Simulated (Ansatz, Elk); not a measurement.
# Bonding as seen by X-rays: SrIn2Sb2

The structure of SrIn2Sb2 used here is made up (a known structure type with other elements) and was relaxed beforehand with PBE. The aim is the Fourier transform of its all-electron density, F(hkl), set beside the sum over free spherical atoms that refinements use.

Calculated with Elk 11.2.3 (patched build); DFT, PBE, all-electron APW+lo, Dirac cores, scalar-relativistic bands, static density, no spin.

This account leaves out most program logs.

The structure was built from a prototype and need not be the compound's stable phase.

### Step 1. The structure

The structure is trigonal, space group P-3m1 (No. 164). The conventional cell has a = 5.346 Å, b = 5.346 Å, c = 6.565 Å, α = 90.00°, β = 90.00°, γ = 120.00°. Sb has 4 In at 2.96 to 3.12 Å and 3 Sr at 3.47 Å nearest. In has 5 Sb at 2.96 to 3.61 Å and 3 Sr at 3.69 Å nearest. Nearest to Sr lie 6 Sb at 3.47 Å and 6 In at 3.69 Å. Farther neighbours are not listed.

### Step 2. Ground state and structure factors

An all-electron density is needed, since X-rays see the cores too. Task 0 finds the density and task 195 Fourier-transforms it; tshift is off so that phases refer to the origin typed.

Input file elk.in:

```
tasks
  0
  195

xctype
  20

spinpol
  .false.

rgkmax
  7.0

gmaxvr
  14.0

lmaxo
  7

lmaxapw
  8

swidth
  0.002

tshift
  .false.

ramdisk
  .false.

hmaxvr
  5.5

maxscl
  120

epspot
  1e-06

sppath
  './'

avec
  10.10204700082 0.00000000000 0.00000000000
  -5.05102350041 8.74862933293 0.00000000000
  -0.00000000000 0.00000000000 12.40561299158

atoms
  3
  'Sb.in'
  2
  0.6666666667 0.3333333333 0.2424752528   0.000000 0.000000 0.000000
  0.3333333333 0.6666666667 0.7575247472   0.000000 0.000000 0.000000
  'In.in'
  2
  0.6666666667 0.3333333333 0.6933038081   0.000000 0.000000 0.000000
  0.3333333333 0.6666666667 0.3066961919   0.000000 0.000000 0.000000
  'Sr.in'
  1
  -0.0000000000 -0.0000000000 -0.0000000000   0.000000 0.000000 0.000000

ngridk
  5 5 4
```

Run with:

```
OMP_NUM_THREADS=4 elk
```

Elapsed: 35 s, on 4 threads of Intel Xeon Platinum 8488C (Sapphire Rapids), shared host; peak memory 0.27 GiB.

SFACRHO.OUT:

```text

h k l indices transformed by vhmat matrix:
   1.000000000       0.000000000       0.000000000    
   0.000000000       1.000000000       0.000000000    
   0.000000000       0.000000000       1.000000000    

      h      k      l  multipl.   |H|            Re(F)            Im(F)           |F|

      0      0      0      1   0.0000000       238.00000      0.16548974E-16   238.00000    
      0      0      1      2  0.50647923       7.7407307      0.75731921E-14   7.7407307    
      0      1      0      6  0.71819082      -57.902772      0.37913881E-13   57.902772    
      1     -1     -1      6  0.87881697       53.651071      0.15298517E-13   53.651071    
      0     -1     -1      6  0.87881697       38.640371     -0.25470159E-13   38.640371    
      0      0     -2      2   1.0129585      -119.67793     -0.36912439E-14   119.67793    
      0      1     -2      6   1.2417258       155.20537     -0.34264575E-13   155.20537    
      1     -1      2      6   1.2417258       50.180032     -0.56477254E-16   50.180032    
     -1     -1      0      6   1.2439430       194.63648      0.11718912E-12   194.63648    
     -2      1     -1     12   1.3430992       6.2165037      0.91972739E-16   6.2165037    
      2      0      0      6   1.4363816      -49.225462      0.34116636E-13   49.225462    
      0      0     -3      2   1.5194377       83.924928      0.10181762E-15   83.924928    
      0     -2      1      6   1.5230606       33.858227      0.17300434E-13   33.858227    
      0     -2     -1      6   1.5230606       46.406171      0.26810399E-13   46.406171    
     -2      1      2     12   1.6042067      -104.60281     -0.10269238E-12   104.60281    
      1     -1     -3      6   1.6806216      -33.338757     -0.45585218E-13   33.338757    
      1     -1      3      6   1.6806216       35.548400     -0.26698230E-13   35.548400    
      2     -2     -2      6   1.7576339       44.764877      0.97062775E-17   44.764877
```

Elk indexes on the primitive cell of elk.in and gives |H| = 4π sin θ/λ in inverse bohr. Below, one row stands for each form hkl of the conventional cell (m members, Friedel mates merged), F is for one primitive cell and the density is static (no thermal factor). Free-atom factors are Waasmaier and Kirfel's, and R is Σm||F|−|F'||/Σm|F|.

```tsv
hkl	m	sin θ/λ (Å⁻¹)	abs F, DFT	neutral atoms	diff.
001	2	0.076	7.741	7.561	+0.179
100	6	0.108	57.903	57.759	+0.144
101	6	0.132	53.651	53.374	+0.277
011	6	0.132	38.640	38.714	-0.073
002	2	0.152	119.678	119.633	+0.045
102	6	0.187	155.205	155.328	-0.123
012	6	0.187	50.180	50.136	+0.044
110	6	0.187	194.637	194.835	-0.198
111	12	0.202	6.216	6.207	+0.009
200	6	0.216	49.225	49.409	-0.184
003	2	0.229	83.925	84.274	-0.349
201	6	0.229	33.858	33.826	+0.032
021	6	0.229	46.406	46.455	-0.049
112	12	0.241	104.603	104.973	-0.370
103	6	0.253	33.339	33.515	-0.176
013	6	0.253	35.548	35.569	-0.021
202	6	0.264	44.765	44.827	-0.062
022	6	0.264	138.235	138.501	-0.266
210	12	0.286	44.571	44.580	-0.009
113	12	0.295	76.028	76.099	-0.071
211	12	0.296	42.414	42.389	+0.025
121	12	0.296	30.226	30.224	+0.002
```

### Step 3. The highest occupied states alone

An energy window below the Fermi level keeps the highest occupied states, to see at which angles they scatter; shallow core shells can lie inside it and anion s states outside. No new self-consistency is needed.

Changes to elk.in since step 2:

```diff
@@ -1,3 +1,2 @@
 tasks
-  0
   195
@@ -40,2 +39,5 @@
 
+wsfac
+  -0.251170 0.489830
+
 sppath
```

Run with:

```
OMP_NUM_THREADS=4 elk
```

Elapsed: 15 s, on 4 threads; peak memory 0.17 GiB; 18 s of CPU time.

States within 12 eV below the Fermi level hold 18.00 electrons; any levels below the window count with the cores. Their amplitudes can exceed the total, where window and core parts have opposite phase:

```tsv
hkl	sin θ/λ (Å⁻¹)	abs F, window	abs F, all
001	0.076	0.104	7.741
100	0.108	3.690	57.903
101	0.132	2.143	53.651
011	0.132	1.480	38.640
002	0.152	3.400	119.678
102	0.187	0.988	155.205
012	0.187	0.389	50.180
110	0.187	1.388	194.637
111	0.202	0.043	6.216
200	0.216	0.080	49.225
```

### Step 4. Another functional

The difference from free atoms is small, so it is set against the change that PBEsol makes.

Changes to elk.in since step 3:

```diff
@@ -1,2 +1,3 @@
 tasks
+  0
   195
@@ -4,3 +5,3 @@
 xctype
-  20
+  22
 
@@ -39,5 +40,2 @@
 
-wsfac
-  -0.251170 0.489830
-
 sppath
```

Run with:

```
OMP_NUM_THREADS=4 elk
```

It took 34 s on 4 threads; peak memory 0.27 GiB.

Against the first run R = 0.01 %; the largest change is -0.029 at 300.

### Step 5. Basis size

A smaller basis shows how fast F responds to it; the change is likely larger than the basis error of the first run, but doesn't show convergence.

Changes to elk.in since step 4:

```diff
@@ -5,3 +5,3 @@
 xctype
-  22
+  20
 
@@ -11,3 +11,3 @@
 rgkmax
-  7.0
+  5.5
```

Run with:

```
OMP_NUM_THREADS=4 elk
```

The job ended after 31 s (4 threads; peak memory 0.25 GiB; 68 s of CPU time).

Against the first run R = 0.03 %; the largest change is +0.109 at 300.

### Step 6. Settings against the effect

```tsv
run	R against the first run (%)	R against neutral atoms, low angle (%)	wall time
PBE, rgkmax 7	0.00	0.17	35 s
PBEsol	0.01	0.18	34 s
rgkmax 5.5	0.03	0.16	31 s
```

### Step 7. Results

- R against neutral atoms, sin θ/λ < 0.3 Å⁻¹: 0.17 %
- R against neutral atoms, 0.3 to 0.62 Å⁻¹: 0.11 %

Independent neutral atoms miss the calculated amplitudes by R = 0.17 % below 0.3 Å⁻¹ and 0.11 % from there to 0.62 Å⁻¹; by shells, 0.36 % below 0.15 Å⁻¹ (4 forms), 0.16 % 0.15 to 0.3 (18 forms), 0.05 % 0.3 to 0.45 (41 forms), 0.15 % above 0.45 (86 forms). Bonding, aspherical density and the tables' own atoms all enter these figures, and the runs don't part them. The largest change of an amplitude is -0.37 electrons, at 112. The window's part falls from 18.0 electrons at the origin to at most 0.33 between 0.45 and 0.62 Å⁻¹. Below 0.3 Å⁻¹ the changes that finished (PBEsol and rgkmax 5.5) move F by R = 0.03 % at most, against the 0.17 % that separates it from free atoms. The k-mesh has no finished test. Part of the difference isn't bonding: the tables are fits to free atoms and ions calculated by other methods than this functional. Thermal motion, anomalous dispersion and extinction are left out.

[Logs are printed without paths, hosts, clocks, repeated set-up lines and the standing remarks that a program may print on its own settings, such as how far it seeks lower states.]

[Hosts, paths, dates, database ids (printed as entryN), source tags and the programs' standing remarks are cut or masked in the printed files.]
